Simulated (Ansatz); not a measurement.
# RbSbS3 in P4_2/mmc, a phase reached by a soft mode: a soft mode frozen in, part 2 of 3

Wanted: the energy along a soft mode of RbSbS3 in P4_2/mmc, a phase reached by a soft mode and the structure at the end.

Ansatz 0.2.0; DFT PBEsol, scalar-relativistic, plane waves, PAW; PAW set soft_1.

So far. Step 4 (The mode frozen in, largest atomic shift 0.32 Å): The run ends at a pressure of 0.10 GPa, with forces up to 0.11 eV/Å. Step 5 (Energy along the mode, all amplitudes (two of the runs …): The lowest of the steps tried is at 0.32 Å, 3.42 meV/atom below the parent; the bottom of the well need not coincide with a step.

The structure was built from a prototype and need not be the compound's stable phase.

**6. Relaxation from the frozen mode**

Starting from the lowest point found, all atoms and the cell are let go, so that strain and other modes of the same symmetry can join in.

input.yaml reads:

```yaml
crystal:
  lattice:
    - [4.9931665696, 0.0, 0.0]
    - [0.0, 4.9931665696, 0.0]
    - [0.0, 0.0, 10.4183272657]
  atoms:
    - { symbol: Rb, position: [-0.0041088489, -0.0230112712, 0.0] }
    - { symbol: Rb, position: [0.0230112712, 0.0041088489, 0.5] }
    - { symbol: Sb, position: [0.4880822842, 0.5119177158, 0.25] }
    - { symbol: Sb, position: [0.4880822842, 0.5119177158, 0.75] }
    - { symbol: S, position: [0.5637841628, 0.5062289213, 0.5] }
    - { symbol: S, position: [0.4937710787, 0.4362158372, 0.0] }
    - { symbol: S, position: [0.4960998086, 0.0048110897, 0.1925476471] }
    - { symbol: S, position: [0.4960998086, 0.0048110897, 0.8074523529] }
    - { symbol: S, position: [-0.0048110897, 0.5039001914, 0.3074523529] }
    - { symbol: S, position: [-0.0048110897, 0.5039001914, 0.6925476471] }
kpoints:
  mp_grid: { grid: [8, 8, 4] }
hamiltonian:
  xc: pbesol
  pseudopotentials: { kind: paw, azcp: { folder: soft_1 }, xc_functional: pbe }
scf:
  occupations: { method: methfessel_paxton, width: 0.2 }
output:
  forces: true
  stress: true
  eigenvalues: true
relax:
  adjacent_minimum: "off"
  f_tol: 0.002
  max_steps: 120
  cell: { stress_tol: 0.03 }
```

The run is started by

```sh
ansatz run input.yaml --threads 8 --pin off --max-ram 16384MiB --backend cpu --events-out ev --progress --plain --runs-dir out
```

Numbers of over 12 decimals in the logs are rounded to 6 here.

What it wrote:

```text
[...]
Crystal: 10 atoms, lattice volume = 259.747 Å³
Basis set: ecut = 420 eV, 5103 PW (Γ), exchange–correlation on 72×72×144 points (8 copies of the dense FFT grid, shifted against one another)
Bands: 52, of which v1, the nominal top of the filled ones, is band 42 counted from 1 (41 counted from 0)
Symmetry: 4 space group operations
[...]
k-points: 63 of 256 (time reversal used)
[...]
SCF iter   1: F=—  HF=-24566.184140 eV  |F-HF|=—  |Δ(HF+E_count)|=         —  Δρ=3.43e-2  dr2=7.95e0  ethr=3.10e-3  ⟨swp⟩=9.1  Hψ=15842  notcnv=0
[...]
SCF iter  10: F=-24563.045473 eV  HF=-24563.045473 eV  |F-HF|=6.55e-8  |Δ(HF+E_count)|=   3.38e-7  S|Δr|=    0.00e0  Δρ=3.85e-6  dr2=6.87e-8  ethr=1.19e-10  ⟨swp⟩=16.3  Hψ=22140  notcnv=0
SCF 1 converged in 10 iterations: F = -24563.045473 eV  dr2 = 6.87e-8
[...]
relax step   1: F+E_penalty+E_count = -24563.04547287 eV  Δ(F+E_penalty+E_count) = +0.000e0 eV  max|allowed force component| = 1.113e-1 eV/Å  Δτ_max = 0.0000 Å  P = +0.105 GPa  Ω = 259.747 Å³  (10 SCF iters, dr2 threshold 1.00e-7 eV, accepted)
Crystal: 10 atoms, lattice volume = 260.071 Å³
[...]
iter 1 solved again at ethr=4.46e-5 eV; its pass at ethr=3.10e-3 eV (dr2=3.75e-2 eV) is discarded
[...]
SCF iter   6: F=-24563.078541 eV  HF=-24563.078541 eV  |F-HF|=9.24e-8  |Δ(HF+E_count)|=   1.76e-6  S|Δr|=    0.00e0  Δρ=8.84e-6  dr2=1.88e-7  ethr=1.19e-9  ⟨swp⟩=8.0  Hψ=18292  notcnv=0
SCF 2 converged in 6 iterations: F = -24563.078541 eV  dr2 = 1.88e-7
relax step   2: F+E_penalty+E_count = -24563.07854137 eV  Δ(F+E_penalty+E_count) = -3.307e-2 eV  max|allowed force component| = 8.074e-2 eV/Å  Δτ_max = 0.0731 Å  P = +0.004 GPa  Ω = 260.071 Å³  energy of the carried Pulay correction = -3.097e-5 eV  (6 SCF iters, dr2 threshold 1.00e-6 eV, accepted)
Crystal: 10 atoms, lattice volume = 259.916 Å³
Basis set: ecut = 420 eV, 5079 PW (Γ), exchange–correlation on 72×72×144 points (8 copies of the dense FFT grid, shifted against one another)
[...]
SCF iter   7: F=-24563.154461 eV  HF=-24563.154461 eV  |F-HF|=8.25e-9  |Δ(HF+E_count)|=   2.62e-7  S|Δr|=    0.00e0  Δρ=6.34e-6  dr2=8.68e-8  ethr=4.85e-10  ⟨swp⟩=10.6  Hψ=17027  notcnv=0
SCF 3 converged in 7 iterations: F = -24563.154461 eV  dr2 = 8.68e-8
[...]
relax step   3: F+E_penalty+E_count = -24563.15446061 eV  Δ(F+E_penalty+E_count) = -7.592e-2 eV  max|allowed force component| = 1.279e-1 eV/Å  Δτ_max = 0.1953 Å  P = +0.060 GPa  Ω = 259.916 Å³  energy of the carried Pulay correction = -1.613e-5 eV  (7 SCF iters, dr2 threshold 4.07e-7 eV, accepted)
[... from here on, the SCF cycles and remarks between the steps are left out ...]
relax step   4: F+E_penalty+E_count = -24563.19144588 eV  Δ(F+E_penalty+E_count) = -3.699e-2 eV  max|allowed force component| = 8.005e-2 eV/Å  Δτ_max = 0.1936 Å  P = +0.614 GPa  Ω = 259.030 Å³  energy of the carried Pulay correction = +6.863e-5 eV  (6 SCF iters, dr2 threshold 1.00e-6 eV, accepted)
relax step   5: F+E_penalty+E_count = -24563.20976828 eV  Δ(F+E_penalty+E_count) = -1.832e-2 eV  max|allowed force component| = 1.421e-1 eV/Å  Δτ_max = 0.1197 Å  P = +0.002 GPa  Ω = 262.865 Å³  energy of the carried Pulay correction = -2.962e-4 eV  (6 SCF iters, dr2 threshold 1.00e-6 eV, accepted)
relax step   6: F+E_penalty+E_count = -24563.27167693 eV  Δ(F+E_penalty+E_count) = -6.191e-2 eV  max|allowed force component| = 1.532e-1 eV/Å  Δτ_max = 0.0589 Å  P = -0.118 GPa  Ω = 263.309 Å³  energy of the carried Pulay correction = -3.382e-4 eV  (6 SCF iters, dr2 threshold 1.00e-6 eV, accepted)
relax step   7: F+E_penalty+E_count = -24563.34952992 eV  Δ(F+E_penalty+E_count) = -7.785e-2 eV  max|allowed force component| = 3.046e-1 eV/Å  Δτ_max = 0.1655 Å  P = -0.284 GPa  Ω = 265.231 Å³  energy of the carried Pulay correction = -5.187e-4 eV  (8 SCF iters, dr2 threshold 1.00e-6 eV, accepted)
relax step   8: F+E_penalty+E_count = -24563.48465343 eV  Δ(F+E_penalty+E_count) = -1.351e-1 eV  max|allowed force component| = 3.467e-1 eV/Å  Δτ_max = 0.1948 Å  P = -0.532 GPa  Ω = 266.025 Å³  energy of the carried Pulay correction = -5.929e-4 eV  (8 SCF iters, dr2 threshold 1.00e-6 eV, accepted)
relax step   9: F+E_penalty+E_count = -24563.63520430 eV  Δ(F+E_penalty+E_count) = -1.506e-1 eV  max|allowed force component| = 2.904e-1 eV/Å  Δτ_max = 0.1731 Å  P = +0.170 GPa  Ω = 262.425 Å³  energy of the carried Pulay correction = -2.547e-4 eV  (8 SCF iters, dr2 threshold 1.00e-6 eV, accepted)
relax step  10: F+E_penalty+E_count = -24563.65976386 eV  Δ(F+E_penalty+E_count) = -2.456e-2 eV  max|allowed force component| = 3.077e-1 eV/Å  Δτ_max = 0.1763 Å  P = +0.206 GPa  Ω = 261.058 Å³  energy of the carried Pulay correction = -1.250e-4 eV  (8 SCF iters, dr2 threshold 1.00e-6 eV, accepted)
relax step  11: F+E_penalty+E_count = -24563.55622949 eV  Δ(F+E_penalty+E_count) = +1.035e-1 eV  max|allowed force component| = 7.960e-1 eV/Å  Δτ_max = 0.1862 Å  P = +0.225 GPa  Ω = 259.796 Å³  energy of the carried Pulay correction = -4.698e-6 eV  (7 SCF iters, dr2 threshold 1.00e-6 eV, rejected (line search))
relax step  12: F+E_penalty+E_count = -24563.75850449 eV  Δ(F+E_penalty+E_count) = -9.874e-2 eV  max|allowed force component| = 9.491e-2 eV/Å  Δτ_max = 0.0954 Å  P = +0.221 GPa  Ω = 263.396 Å³  energy of the carried Pulay correction = -3.463e-4 eV  (13 SCF iters, accepted)
relax step  13: F+E_penalty+E_count = -24563.78856885 eV  Δ(F+E_penalty+E_count) = -3.006e-2 eV  max|allowed force component| = 9.415e-2 eV/Å  Δτ_max = 0.0959 Å  P = -0.066 GPa  Ω = 263.776 Å³  energy of the carried Pulay correction = -3.821e-4 eV  (7 SCF iters, dr2 threshold 6.11e-7 eV, accepted)
relax step  14: F+E_penalty+E_count = -24563.79977437 eV  Δ(F+E_penalty+E_count) = -1.121e-2 eV  max|allowed force component| = 6.304e-2 eV/Å  Δτ_max = 0.0535 Å  P = +0.080 GPa  Ω = 263.592 Å³  energy of the carried Pulay correction = -3.648e-4 eV  (7 SCF iters, dr2 threshold 5.54e-7 eV, accepted)
relax step  15: F+E_penalty+E_count = -24563.80852495 eV  Δ(F+E_penalty+E_count) = -8.751e-3 eV  max|allowed force component| = 5.071e-2 eV/Å  Δτ_max = 0.0736 Å  P = -0.014 GPa  Ω = 264.873 Å³  energy of the carried Pulay correction = -4.852e-4 eV  (8 SCF iters, dr2 threshold 2.48e-7 eV, accepted)
[...]
relax step  28: F+E_penalty+E_count = -24563.84019611 eV  Δ(F+E_penalty+E_count) = -5.877e-6 eV  max|allowed force component| = 9.929e-4 eV/Å  Δτ_max = 0.0009 Å  P = +0.002 GPa  Ω = 271.254 Å³  energy of the carried Pulay correction = -1.076e-3 eV  (7 SCF iters, dr2 threshold 7.54e-10 eV, accepted)
relax step  29: F+E_penalty+E_count = -24563.92547952 eV  Δ(F+E_penalty+E_count) = -8.528e-2 eV  max|allowed force component| = 2.633e-3 eV/Å  Δτ_max = 0.0000 Å  P = +0.400 GPa  Ω = 271.254 Å³  stress off target by 9.11e-1 GPa  SCF on the basis re-selected at this cell (its energy is not comparable with the rows above)  (10 SCF iters)
relax step  30: F+E_penalty+E_count = -24563.94044587 eV  Δ(F+E_penalty+E_count) = -1.497e-2 eV  max|allowed force component| = 1.783e-1 eV/Å  Δτ_max = 0.1969 Å  P = +0.094 GPa  Ω = 275.598 Å³  energy of the carried Pulay correction = -4.271e-4 eV  (8 SCF iters, dr2 threshold 1.00e-6 eV, accepted)
relax step  31: F+E_penalty+E_count = -24563.94335589 eV  Δ(F+E_penalty+E_count) = -2.910e-3 eV  max|allowed force component| = 1.884e-2 eV/Å  Δτ_max = 0.0410 Å  P = -0.273 GPa  Ω = 280.583 Å³  energy of the carried Pulay correction = -9.133e-4 eV  (7 SCF iters, dr2 threshold 1.00e-6 eV, accepted)
relax step  32: F+E_penalty+E_count = -24563.94901195 eV  Δ(F+E_penalty+E_count) = -5.656e-3 eV  max|allowed force component| = 5.099e-2 eV/Å  Δτ_max = 0.1097 Å  P = -0.024 GPa  Ω = 277.222 Å³  energy of the carried Pulay correction = -5.860e-4 eV  (8 SCF iters, dr2 threshold 2.49e-7 eV, accepted)
relax step  33: F+E_penalty+E_count = -24563.95253531 eV  Δ(F+E_penalty+E_count) = -3.523e-3 eV  max|allowed force component| = 8.207e-3 eV/Å  Δτ_max = 0.0378 Å  P = +0.035 GPa  Ω = 276.669 Å³  energy of the carried Pulay correction = -5.327e-4 eV  (7 SCF iters, dr2 threshold 1.63e-7 eV, accepted)
relax step  34: F+E_penalty+E_count = -24563.95437441 eV  Δ(F+E_penalty+E_count) = -1.839e-3 eV  max|allowed force component| = 2.046e-2 eV/Å  Δτ_max = 0.0209 Å  P = +0.053 GPa  Ω = 276.407 Å³  energy of the carried Pulay correction = -5.095e-4 eV  (8 SCF iters, dr2 threshold 2.79e-8 eV, accepted)
relax step  35: F+E_penalty+E_count = -24563.95373939 eV  Δ(F+E_penalty+E_count) = +6.350e-4 eV  max|allowed force component| = 5.964e-2 eV/Å  Δτ_max = 0.0172 Å  P = -0.060 GPa  Ω = 276.597 Å³  energy of the carried Pulay correction = -5.282e-4 eV  (8 SCF iters, dr2 threshold 3.08e-8 eV, rejected (line search))
relax step  36: F+E_penalty+E_count = -24563.95481634 eV  Δ(F+E_penalty+E_count) = -4.419e-4 eV  max|allowed force component| = 3.678e-3 eV/Å  Δτ_max = 0.0058 Å  P = +0.008 GPa  Ω = 276.627 Å³  energy of the carried Pulay correction = -5.323e-4 eV  (11 SCF iters, accepted)
relax step  37: F+E_penalty+E_count = -24563.95515201 eV  Δ(F+E_penalty+E_count) = -3.357e-4 eV  max|allowed force component| = 4.749e-3 eV/Å  Δτ_max = 0.0145 Å  P = +0.011 GPa  Ω = 276.456 Å³  energy of the carried Pulay correction = -5.173e-4 eV  (8 SCF iters, dr2 threshold 2.36e-9 eV, accepted)
relax step  38: F+E_penalty+E_count = -24563.95515362 eV  Δ(F+E_penalty+E_count) = -1.613e-6 eV  max|allowed force component| = 1.972e-3 eV/Å  Δτ_max = 0.0025 Å  P = +0.000 GPa  Ω = 276.631 Å³  energy of the carried Pulay correction = -5.345e-4 eV  (7 SCF iters, dr2 threshold 1.41e-9 eV, accepted)
relax step  39: F+E_penalty+E_count = -24563.95515657 eV  Δ(F+E_penalty+E_count) = -2.949e-6 eV  max|allowed force component| = 6.271e-4 eV/Å  Δτ_max = 0.0021 Å  P = -0.003 GPa  Ω = 276.670 Å³  energy of the carried Pulay correction = -5.382e-4 eV  (9 SCF iters, accepted)
Basis set: ecut = 420 eV, 5367 PW (Γ), exchange–correlation on 90×90×108 points (8 copies of the dense FFT grid, shifted against one another)
[...]
SCF iter   1: F=—  HF=-24563.956014 eV  |F-HF|=—  |Δ(HF+E_count)|=         —  Δρ=4.82e-5  dr2=8.61e-7  ethr=1.35e-6  ⟨swp⟩=3.5  Hψ=25497  notcnv=0
eigensolver tolerance schedule: the retry pair's looser diagonalisation over-reported the residual by 1316.96 of it (diagonalisation noise at 1.35 of the residual, at the tolerance the schedule requests for it); recorded, not acted on — ethr = c·dr2/N_el stays at c = 1.0e-1
[...]
SCF iter   2: F=—  HF=-24563.955989 eV  |F-HF|=—  |Δ(HF+E_count)|=   2.51e-5  S|Δr|=    0.00e0  Δρ=2.52e-5  dr2=2.33e-7  ethr=1.02e-9  ⟨swp⟩=3.1  Hψ=6912  notcnv=0
[...]
SCF iter   6: F=-24563.955992 eV  HF=-24563.955992 eV  |F-HF|=2.55e-11  |Δ(HF+E_count)|=  3.64e-12  S|Δr|=    0.00e0  Δρ=5.09e-8  dr2=3.48e-11  ethr=1.00e-12  ⟨swp⟩=9.0  Hψ=14064  notcnv=0
SCF 40 converged in 6 iterations: F = -24563.955992 eV  dr2 = 3.48e-11
relax step  40: F+E_penalty+E_count = -24563.95599192 eV  Δ(F+E_penalty+E_count) = -8.353e-4 eV  max|allowed force component| = 7.301e-4 eV/Å  Δτ_max = 0.0000 Å  P = -0.000 GPa  Ω = 276.670 Å³  stress off target by 4.97e-3 GPa  SCF on the basis re-selected at this cell (its energy is not comparable with the rows above)  (6 SCF iters)
[...]
SCF converged after 6 iterations
[...]
Free energy (F): -24563.955992 eV
[...]
Internal energy: -24563.963441 eV  (E = F + TS)
E sigma→0 (E₀):  -24563.957854 eV
Entropy (-TS):   0.007449 eV (0.745 meV/atom)
Fermi energy:    5.112409 eV
[...]
--- Forces (eV/Å), atoms counted from 1 ---
  atom   1  Rb     0.00035253    -0.00015211     0.00000000
  atom   2  Rb     0.00015211    -0.00035253     0.00000000
  atom   3  Sb     0.00008316    -0.00008316     0.00000000
  atom   4  Sb     0.00008316    -0.00008316     0.00000000
  atom   5  S     -0.00033268     0.00072995    -0.00000000
  atom   6  S     -0.00072995     0.00033268    -0.00000000
  atom   7  S     -0.00014815    -0.00034450    -0.00033174
  atom   8  S     -0.00014815    -0.00034450     0.00033174
  atom   9  S      0.00034450     0.00014815     0.00033174
  atom  10  S      0.00034450     0.00014815    -0.00033174
  max |Σ_I F_I| component: 1.04e-6 eV/Å
--- Stress (GPa, compression-positive) ---
        0.001578      -0.003394      -0.000000
       -0.003394       0.001578       0.000000
       -0.000000       0.000000      -0.003844
  P = ⅓ Tr σ = -0.0002 GPa (-0.002 kbar)
--- Band table (eV; the first three rows and the last of 63) ---
  k-point 0: bands = [... 38 lower, 4.1311, 4.7919, 4.8662, 4.9777, 5.0046, 7.7847, 8.0847, 8.2705, ... 6 higher]
  k-point 1: bands = [... 38 lower, 4.1575, 4.3370, 4.5146, 4.8194, 5.7983, 7.6768, 7.8265, 8.2417, ... 6 higher]
  k-point 2: bands = [... 38 lower, 4.1304, 4.1304, 4.4319, 4.4319, 7.0278, 7.0278, 7.7839, 7.7839, ... 6 higher]
  k-point 62: bands = [... 38 lower, 4.4075, 4.4075, 4.6091, 4.6091, 6.7348, 6.7348, 8.1530, 8.1530, ... 6 higher]
--- Relaxed structure (38 steps of the walk, 34 accepted, 2 SCFs on fresh bases) ---
  F+E_penalty+E_count = -24563.95599192 eV   max|allowed force component| = 7.301e-4 eV/Å   (the final SCF, on the basis selected at the relaxed cell)
  cell:  # Å, volume = 276.6699 Å³
    - [6.005335, -0.516677, 1.5366457070849293e-17]
    - [-0.516677, 6.005335, 2.868135062431826e-17]
    - [3.206237493720599e-17, 5.984412758142261e-17, 7.728837]
  atoms:
    - { symbol: Rb, position: [0.00146259, -0.00175052, -1.546006429629604e-19] }
    - { symbol: Rb, position: [0.00175052, -0.00146259, 0.500000] }
    - { symbol: Sb, position: [0.403589, 0.596411, 0.250000] }
    - { symbol: Sb, position: [0.403589, 0.596411, 0.750000] }
    - { symbol: S, position: [0.574505, 0.425030, 0.500000] }
    - { symbol: S, position: [0.574970, 0.425495, -2.1666518327055322e-18] }
    - { symbol: S, position: [0.516527, -0.021140, 0.250053] }
    - { symbol: S, position: [0.516527, -0.021140, 0.749947] }
    - { symbol: S, position: [0.021140, 0.483473, 0.249947] }
    - { symbol: S, position: [0.021140, 0.483473, 0.750053] }
```

Wall time 6.7 min (8 threads of Arm Neoverse V2, shared host); peak memory 1.3 GiB; 52 min of CPU time.

Relaxation path (22 of 40):

```csv
step,energy less that of the first step (eV),largest force component (eV/Å),pressure (GPa),volume (Å³)
1,0.0000,0.1113,0.10,259.75
3,-0.1090,0.1279,0.06,259.92
5,-0.1643,0.1421,0.00,262.87
7,-0.3041,0.3046,-0.28,265.23
8,-0.4392,0.3467,-0.53,266.03
10,-0.6143,0.3077,0.21,261.06
12,-0.7130,0.0949,0.22,263.40
14,-0.7543,0.0630,0.08,263.59
16,-0.7718,0.1176,0.30,266.06
18,-0.7830,0.1653,-0.24,270.13
20,-0.7869,0.0882,0.01,272.53
21,-0.7938,0.0364,0.03,270.85
23,-0.7945,0.0040,0.02,271.23
25,-0.7947,0.0022,0.00,271.29
27,-0.7947,0.0035,0.01,271.24
29*,-0.8800,0.0026,0.40,271.25
31,-0.8979,0.0188,-0.27,280.58
33,-0.9071,0.0082,0.03,276.67
34,-0.9089,0.0205,0.05,276.41
36,-0.9093,0.0037,0.01,276.63
38,-0.9097,0.0020,0.00,276.63
40*,-0.9105,0.0007,0.00,276.67
```

Relaxation steps marked * repeat the geometry before them on a plane-wave basis chosen anew for their cell, so energy and pressure can jump there. Other such steps can lie between the rows shown. Relaxation steps 11, 20, 22, 35 were tried and not accepted.

The run keeps the 4 symmetry operations that it works with, so distortions that break them were not tested.

| cell as run | before | after | change |
| --- | --- | --- | --- |
| a (Å) | 4.993 | 6.028 | +20.7 % |
| b (Å) | 4.993 | 6.028 | +20.7 % |
| c (Å) | 10.418 | 7.729 | -25.8 % |
| γ (°) | 90.00 | 99.83 | +10.9 % |
| volume (Å³/atom) | 25.97 | 27.67 | +6.5 % |

The atoms that moved most (Å, as changes of fractional coordinates times the final cell):

```
atom      dx      dy      dz  length
 Sb3  -0.551   0.551   0.000   0.779
 Sb4  -0.551   0.551   0.000   0.779
  S6   0.493  -0.106   0.000   0.505
  S5   0.106  -0.493   0.000   0.505
  S8   0.136  -0.166  -0.444   0.494
  S7   0.136  -0.166   0.444   0.494
  S9   0.166  -0.136  -0.444   0.494
 S10   0.166  -0.136   0.444   0.494
```

Final coordinates:

```xyz
10
Lattice="6.0053 -0.5167 0.0000 -0.5167 6.0053 0.0000 0.0000 0.0000 7.7288" Properties=species:S:1:pos:R:3 pbc="T T T"
Rb    0.0097   -0.0113    0.0000
Rb    0.0113   -0.0097    3.8644
Sb    2.1155    3.3731    1.9322
Sb    2.1155    3.3731    5.7966
S     3.2305    2.2556    3.8644
S     3.2330    2.2582    0.0000
S     3.1128   -0.3938    1.9326
S     3.1128   -0.3938    5.7962
S    -0.1228    2.8925    1.9318
S    -0.1228    2.8925    5.7970
```

Numbers from this step:

```
pressure        : -2.29e-4 GPa
volume per atom : 27.67 Å³
```

The distorted start has space group Ama2; the relaxation ends in Amm2.

**7. The new phase in its own primitive cell**

The relaxed structure is symmetrised, reduced to its primitive cell and relaxed tightly, as its phonons need.

System of this step: RbSbS3 (model cell, started as cubic perovskite with Sb in the octahedra). Symmetry: Amm2, No. 38, orthorhombic system. The conventional cell has a = 3.864 Å, b = 7.762 Å, c = 9.224 Å, α = 90.00°, β = 90.00°, γ = 90.00°. Rb has 11 S at 3.49 to 3.94 Å and 2 Rb at 3.86 Å nearest. Nearest to Sb lie 4 S at 2.29 to 2.50 Å. Nearest to S lie 2 Sb at 2.50 Å and 3 Rb at 3.94 Å. Nearest to S lie 1 Sb at 2.29 Å and 4 Rb at 3.49 to 3.67 Å. Farther neighbours and most contacts between anions are not listed.

input.yaml, the sections that differ from step 6:

```yaml
crystal:
  lattice:
    - [3.8644183542, 0.0, 0.0]
    - [0.0, 3.8810669082, 4.6117589249]
    - [0.0, -3.8810669082, 4.6117589249]
  atoms:
    - { symbol: Rb, position: [0.0, 0.0016065565, 0.0016065565] }
    - { symbol: Sb, position: [0.5, 0.4035888931, 0.4035888931] }
    - { symbol: S, position: [0.0, 0.5747375108, 0.5747375108] }
    - { symbol: S, position: [0.5, 0.5165265514, 0.0211403232] }
    - { symbol: S, position: [0.5, 0.0211403232, 0.5165265514] }
kpoints:
  mp_grid: { grid: [10, 6, 6] }
relax:
  adjacent_minimum: "off"
  f_tol: 0.001
  max_steps: 60
  cell: { stress_tol: 0.01 }
# hamiltonian, scf, output: as in step 6
```

What it wrote:

```text
[...]
Crystal: 5 atoms, lattice volume = 138.335 Å³
Basis set: ecut = 420 eV, 2687 PW (Γ), exchange–correlation on 54×90×90 points (8 copies of the dense FFT grid, shifted against one another)
Bands: 26, of which v1, the nominal top of the filled ones, is band 21 counted from 1 (20 counted from 0)
Symmetry: 4 space group operations
[...]
k-points: 78 of 360 (time reversal used)
[...]
cell:  # Å, volume = 138.3089 Å³
    - [3.862837, 1.0668364753439218e-19, 0]
    - [1.0714325834877453e-19, 3.880725, 4.613184]
    - [-1.0714325834877727e-19, -3.880725, 4.613184]
  atoms:
    - { symbol: Rb, position: [0, 0.00167954, 0.00167954] }
    - { symbol: Sb, position: [0.5, 0.403454, 0.403454] }
    - { symbol: S, position: [0, 0.574710, 0.574710] }
    - { symbol: S, position: [0.5, 0.516618, 0.021138] }
    - { symbol: S, position: [0.5, 0.021138, 0.516618] }
[key lines of the parts left out:]
SCF converged after 9 iterations
Free energy (F): -12281.978030 eV
Fermi energy:    5.114960 eV
P = ⅓ Tr σ = 0.0009 GPa (0.009 kbar)
```

It took 16 s on 8 threads; peak memory 0.66 GiB; 2 min of CPU time.

Little changed from the start: no atom moved by 0.005 Å and no cell edge by 0.1 %.

Numbers from this step:

```
pressure        : 9.45e-4 GPa
volume per atom : 27.66 Å³
```

The largest force component left is 0.35 meV/Å and the pressure is 0.001 GPa, within the tolerances set. The cell now holds 27.66 Å³/atom.

[end of part 2 of 3]

[Logs are printed without paths, hosts, clocks, repeated set-up lines and the standing remarks that a program may print on its own settings, such as how far it seeks lower states.]

[Hosts, paths, dates, database ids (printed as entryN), source tags and the programs' standing remarks are cut or masked in the printed files.]
